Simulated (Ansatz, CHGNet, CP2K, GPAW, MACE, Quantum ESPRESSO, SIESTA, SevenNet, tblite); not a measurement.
# From one method to another: forces in Al54Cu46 (at. %) with crystalline order left by the classical run (111 atoms)

111 atoms (60 Al, 51 Cu) placed at random at 4.5 g/cm³, melted at 1800 K for 10 ps at fixed volume with the EAM Al-Cu potential (Cai and Ye, Phys. Rev. B 54, 8398 (1996)). Quenched from 1300 K to 300 K at 500 K/ps and zero pressure, held 5 ps, then minimised at fixed cell. Then every atom was moved at random, 0.03 Å r.m.s. a Cartesian component.

Two calculations on one geometry. First: Kohn-Sham DFT, PBE, SSSP efficiency 1.3.0 pseudopotentials, plane waves; sssp-1.3.0-efficiency; 60/480 Ry; levels smeared at 580 K (Quantum ESPRESSO 7.5; sssp-pbe-1.3.0-efficiency, cutoffs 60/480 Ry, Γ point). Second: Kohn-Sham DFT, PBE, GTH-PBE pseudopotentials, Gaussian and plane waves, DZVP-MOLOPT-SR-GTH, diagonalisation; 800/50 Ry; levels smeared at 580 K (CP2K 2026.2; Γ point).

Cell vectors (Å):

```
11.739 0.000 0.000
0.000 11.739 0.000
0.000 0.000 11.739
```

Atom, position (Å) and force of the first calculation (eV/Å):

```
1 Al 0.118 5.676 9.712 -0.596 -1.175 -0.689
2 Al 3.753 9.764 9.538 0.473 -0.254 -0.235
3 Al 0.461 8.371 5.461 -0.646 -0.200 -0.214
4 Al 2.241 2.666 0.694 0.085 -0.282 0.259
5 Al 2.479 2.042 7.602 0.084 -0.266 0.373
6 Al 7.278 9.633 6.665 -0.663 0.470 0.699
7 Al 8.898 8.157 0.265 -0.123 0.210 -0.180
8 Al 7.060 8.513 2.181 -0.449 0.276 0.026
9 Al 3.768 10.932 3.582 0.210 0.058 0.158
10 Al 7.105 0.625 7.245 -0.642 -0.019 0.081
11 Al 10.329 10.615 10.901 0.170 0.013 -0.058
12 Al 0.708 4.259 7.185 0.273 0.272 0.305
13 Al 5.863 9.130 4.590 -0.691 0.055 -0.239
14 Al 8.533 9.233 9.429 -0.173 -0.202 -0.296
15 Al 0.330 11.461 1.880 -0.139 0.066 0.193
16 Al 5.200 2.734 7.290 -0.206 -0.035 0.244
17 Al 0.679 7.318 2.976 -0.118 0.040 -0.053
18 Al 8.588 1.566 3.257 -0.340 0.052 -0.070
19 Al 9.084 10.613 2.315 -0.226 0.007 -0.200
20 Al 3.372 4.439 6.382 0.346 -0.269 -0.092
21 Al 2.845 6.041 4.181 -0.231 -0.185 -0.239
22 Al 9.676 8.768 6.732 0.753 -0.178 0.155
23 Al 1.376 4.754 2.215 0.269 -0.013 0.103
24 Al 5.564 10.720 1.528 0.300 -0.313 0.307
25 Al 11.549 2.548 2.513 0.041 -0.234 0.287
26 Al 9.657 7.575 2.670 0.071 0.337 0.544
27 Al 7.868 5.914 1.622 0.007 -0.032 -0.319
28 Al 6.703 4.107 0.023 0.319 -0.052 -0.287
29 Al 3.050 0.696 10.172 -0.368 0.334 -0.343
30 Al 1.348 10.140 10.821 -0.183 -0.141 0.003
31 Al 9.286 6.631 8.790 0.066 -0.091 0.422
32 Al 7.652 6.592 6.728 -0.128 -0.494 0.044
33 Al 2.029 9.393 7.478 -0.370 -0.751 0.867
34 Al 3.794 1.953 5.164 0.019 -0.093 -0.527
35 Al 9.868 1.038 0.793 0.354 0.083 0.137
36 Al 2.798 11.412 6.253 0.180 0.558 -0.707
37 Al 9.109 1.877 5.774 -0.381 0.278 0.186
38 Al 11.567 10.934 6.322 0.580 0.170 -0.827
39 Al 5.972 9.029 10.987 -0.054 -1.046 0.098
40 Al 1.073 2.930 9.691 0.151 -0.105 -0.402
41 Al 8.686 2.635 10.863 -0.112 0.456 -0.644
42 Al 11.204 6.219 0.773 -0.207 -0.137 -0.081
43 Al 6.189 2.101 9.714 0.048 -0.344 0.199
44 Al 2.034 5.151 11.314 -0.217 0.381 -0.008
45 Al 4.252 4.575 0.771 -0.296 -0.586 0.407
46 Al 5.109 1.356 2.763 -0.149 -0.017 0.282
47 Al 8.446 4.218 4.277 0.250 -0.368 0.171
48 Al 11.228 3.526 0.017 -0.119 0.258 0.031
49 Al 7.089 1.234 0.911 -0.129 -0.038 -0.621
50 Al 9.846 4.658 6.768 -0.339 0.184 -0.084
51 Al 3.023 11.696 1.031 -0.060 0.090 0.098
52 Al 7.557 4.597 9.090 0.000 -0.149 -0.107
53 Al 7.289 6.611 4.201 0.027 0.466 0.177
54 Al 5.170 5.855 2.888 0.044 -0.071 0.248
55 Al 9.537 11.331 7.869 -0.135 0.290 0.617
56 Al 2.982 8.783 4.922 0.533 -0.040 -0.245
57 Al 11.175 1.941 7.351 0.411 -0.188 0.329
58 Al 5.050 5.412 10.023 0.055 0.463 -0.509
59 Al 10.967 7.865 10.456 0.225 1.290 -0.041
60 Al 2.221 6.786 6.674 -0.330 0.204 0.353
61 Cu 4.061 7.359 8.284 -0.659 -0.071 0.148
62 Cu 0.337 5.653 5.093 0.069 0.508 0.083
63 Cu 6.306 10.467 8.947 0.249 -0.514 -0.616
64 Cu 5.544 6.912 0.699 -0.295 0.156 -0.148
65 Cu 2.210 1.409 3.148 0.362 0.001 -0.576
66 Cu 8.388 8.913 4.430 -0.031 -0.069 -0.114
67 Cu 0.901 0.027 8.644 0.006 0.252 -0.045
68 Cu 8.086 0.264 10.009 0.237 0.276 -0.749
69 Cu 9.297 5.282 11.119 0.182 -0.339 -0.098
70 Cu 4.708 2.027 0.224 0.147 0.073 0.094
71 Cu 10.581 5.034 3.050 0.380 0.504 0.097
72 Cu 6.513 2.072 4.900 0.091 -0.307 -0.004
73 Cu 9.869 6.787 5.126 -0.351 0.099 -0.174
74 Cu 7.392 3.775 6.640 0.282 0.077 0.155
75 Cu 4.675 9.463 7.047 -0.170 -0.001 -0.147
76 Cu 10.803 0.590 4.031 0.190 0.132 -0.148
77 Cu 5.487 5.319 7.492 0.334 -0.336 0.566
78 Cu 11.437 9.505 8.567 -0.167 0.032 -0.230
79 Cu 11.231 9.155 1.195 -0.228 -0.427 0.027
80 Cu 4.507 0.251 8.117 0.190 0.167 0.075
81 Cu 5.601 4.430 4.960 -0.140 0.322 -0.071
82 Cu 1.031 1.456 5.338 0.276 -1.037 0.825
83 Cu 11.003 3.235 4.897 -0.309 0.154 0.377
84 Cu 3.483 7.242 10.765 0.880 -0.199 0.027
85 Cu 1.287 10.832 4.151 -0.028 0.086 0.572
86 Cu 4.953 6.913 5.785 -0.241 0.482 -0.495
87 Cu 1.609 7.660 9.344 -0.291 0.220 -0.634
88 Cu 3.005 6.768 1.552 0.341 -0.327 0.460
89 Cu 2.676 5.251 8.790 -0.055 -0.057 0.081
90 Cu 3.790 3.162 9.898 -0.377 0.051 -0.218
91 Cu 6.966 11.363 3.782 -0.196 0.023 -0.291
92 Cu 6.516 3.510 2.557 -0.127 0.029 -0.027
93 Cu 6.378 7.797 8.538 0.331 0.293 0.024
94 Cu 9.128 3.582 1.643 -0.484 -0.327 -0.311
95 Cu 10.791 9.766 3.813 0.257 -0.516 0.195
96 Cu 4.358 8.435 2.716 0.364 0.395 0.117
97 Cu 8.614 2.245 8.313 -0.065 -0.485 0.110
98 Cu 3.613 9.245 0.382 0.202 0.384 0.040
99 Cu 1.396 7.851 0.203 -0.519 -0.128 -0.016
100 Cu 11.433 6.903 7.468 0.108 0.031 -0.391
101 Cu 5.389 11.596 10.882 0.096 0.013 0.060
102 Cu 10.558 1.329 9.762 -0.093 -0.448 0.088
103 Cu 1.663 3.589 4.545 0.605 0.732 -0.141
104 Cu 1.955 9.375 2.249 0.016 0.007 -0.114
105 Cu 7.766 10.528 0.087 0.201 -0.352 0.705
106 Cu 8.975 11.137 5.342 0.062 0.077 0.175
107 Cu 5.304 11.541 5.619 -0.244 0.085 0.086
108 Cu 7.285 6.637 10.625 -0.128 0.222 0.306
109 Cu 3.747 3.538 3.143 0.334 0.455 -0.088
110 Cu 0.663 0.873 11.365 0.165 -0.161 -0.102
111 Cu 10.275 3.735 9.144 0.715 0.769 0.368
```

Q: Give the forces of the second method.

Atom and force (eV/Å):

```
1 -0.599 -1.158 -0.631
2 0.431 -0.234 -0.241
3 -0.603 -0.188 -0.192
4 0.069 -0.215 0.249
5 0.093 -0.234 0.379
6 -0.644 0.478 0.694
7 -0.101 0.188 -0.137
8 -0.410 0.269 0.024
9 0.248 0.069 0.149
10 -0.624 -0.027 0.073
11 0.163 -0.010 -0.065
12 0.260 0.233 0.341
13 -0.683 0.048 -0.233
14 -0.107 -0.218 -0.285
15 -0.154 0.100 0.180
16 -0.260 -0.063 0.236
17 -0.138 0.001 -0.048
18 -0.328 0.076 -0.066
19 -0.223 0.022 -0.217
20 0.316 -0.281 -0.103
21 -0.232 -0.166 -0.222
22 0.722 -0.144 0.200
23 0.243 -0.010 0.072
24 0.283 -0.290 0.325
25 0.070 -0.234 0.213
26 0.046 0.313 0.474
27 0.004 0.016 -0.287
28 0.322 -0.049 -0.321
29 -0.403 0.305 -0.316
30 -0.179 -0.095 -0.023
31 0.067 -0.085 0.400
32 -0.100 -0.481 0.030
33 -0.357 -0.742 0.805
34 0.037 -0.097 -0.484
35 0.345 0.084 0.147
36 0.160 0.556 -0.704
37 -0.389 0.292 0.166
38 0.580 0.130 -0.793
39 -0.066 -1.023 0.104
40 0.164 -0.074 -0.399
41 -0.151 0.460 -0.588
42 -0.188 -0.120 -0.084
43 0.078 -0.310 0.174
44 -0.240 0.314 0.016
45 -0.303 -0.586 0.368
46 -0.150 -0.072 0.284
47 0.246 -0.381 0.189
48 -0.086 0.235 0.051
49 -0.105 -0.017 -0.597
50 -0.315 0.186 -0.091
51 -0.063 0.105 0.101
52 -0.015 -0.149 -0.050
53 0.016 0.449 0.136
54 0.042 -0.083 0.263
55 -0.134 0.255 0.590
56 0.514 -0.044 -0.226
57 0.410 -0.185 0.305
58 0.091 0.429 -0.469
59 0.159 1.227 -0.030
60 -0.327 0.230 0.299
61 -0.719 -0.097 0.113
62 0.125 0.491 0.123
63 0.261 -0.553 -0.643
64 -0.288 0.189 -0.129
65 0.381 -0.015 -0.583
66 -0.020 -0.056 -0.125
67 0.008 0.251 -0.094
68 0.272 0.297 -0.756
69 0.163 -0.343 -0.102
70 0.118 0.106 0.170
71 0.353 0.543 0.095
72 0.095 -0.357 -0.013
73 -0.392 0.121 -0.215
74 0.316 0.049 0.128
75 -0.152 -0.032 -0.173
76 0.164 0.132 -0.130
77 0.324 -0.341 0.635
78 -0.148 0.038 -0.208
79 -0.280 -0.401 0.002
80 0.193 0.157 0.046
81 -0.176 0.331 -0.085
82 0.283 -1.038 0.888
83 -0.361 0.135 0.361
84 0.908 -0.254 -0.005
85 0.006 0.087 0.619
86 -0.254 0.546 -0.527
87 -0.337 0.236 -0.689
88 0.315 -0.408 0.475
89 -0.041 -0.080 0.112
90 -0.353 0.062 -0.227
91 -0.162 0.018 -0.343
92 -0.136 0.063 -0.030
93 0.398 0.320 0.007
94 -0.494 -0.340 -0.315
95 0.295 -0.570 0.212
96 0.358 0.418 0.121
97 -0.052 -0.519 0.112
98 0.242 0.422 0.030
99 -0.533 -0.108 -0.039
100 0.152 0.033 -0.408
101 0.096 0.026 0.062
102 -0.060 -0.439 0.063
103 0.609 0.732 -0.163
104 -0.028 0.055 -0.123
105 0.177 -0.393 0.726
106 0.067 0.137 0.187
107 -0.260 0.107 0.127
108 -0.163 0.228 0.296
109 0.380 0.429 -0.111
110 0.141 -0.135 -0.064
111 0.714 0.842 0.391
```

The two sets differ by 28.7 meV/Å r.m.s., 8.5 % of the r.m.s. force of the Quantum ESPRESSO run. The electron count is odd in QE PBE, sssp-1.3.0-efficiency, 60/480 Ry and CP2K PBE, DZVP-MOLOPT-SR, 800/50 Ry, diagonalisation, and they have no spin polarisation, so the unpaired electron is spread evenly over both spins. The network of bonds at the start is that of the classical potential that made the cell, and needn't be the one that DFT or experiment would give. The electronic-structure runs sample only Γ, in a cell whose shortest periodic width is 12 Å, which is coarse for a cell with partly filled levels.

[Logs are printed without paths, hosts, clocks, repeated set-up lines and the standing remarks that a program may print on its own settings, such as how far it seeks lower states.]

[Hosts, paths, dates, database ids (printed as entryN), source tags and the programs' standing remarks are cut or masked in the printed files.]
